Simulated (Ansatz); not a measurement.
# A thicker film of SrO (001) from two thinner ones

In a field along its normal an insulating film takes a dipole p. Written as a length, p/(ε₀AE), it should grow by 1 − 1/ε for each ångström added.

Set-up. Ansatz 0.2.0, plane waves with PAW datasets (its set soft_2), PBE; rocksalt films relaxed at a bulk in-plane lattice constant near the measured one, then held in weak fields of both signs with a dipole correction (A is the cell's area, E the outer field).

| run | distance between the outer atoms (Å) | p/(ε₀AE) (Å) |
| --- | --- | --- |
| 3 units | 5.145 | 6.847 |
| 5 units | 10.361 | 10.704 |
| 8 units | 18.185 | ? |

Q: Estimate the withheld value from the rows shown.

Two rows fix a line: slope = (10.704 − 6.847) / (10.361 − 5.145) = 0.7395, intercept 3.0422. That slope means ε = 1/(1 − 0.7395) = 3.84. At 18.185 it gives 0.7395 × 18.185 + 3.0422 = 16.490 Å, beyond the rows fitted. Rounding of the rows alone allows about ±0.003 Å there; two rows can't show whether the line holds.

The run itself gives 16.463 Å: a miss of −0.027 Å, or 0.2 % of the value. The length is met to within 1 %, though ε is more sensitive than the length: the two thickest films give ε = 3.79.

**Limits.** This is the electronic response alone. A unit is one step of the cut along the normal (a plane, a pair of planes or a cell), and the layers relax along it, away from their bulk spacing where the functional's lattice constant differs from the one held.
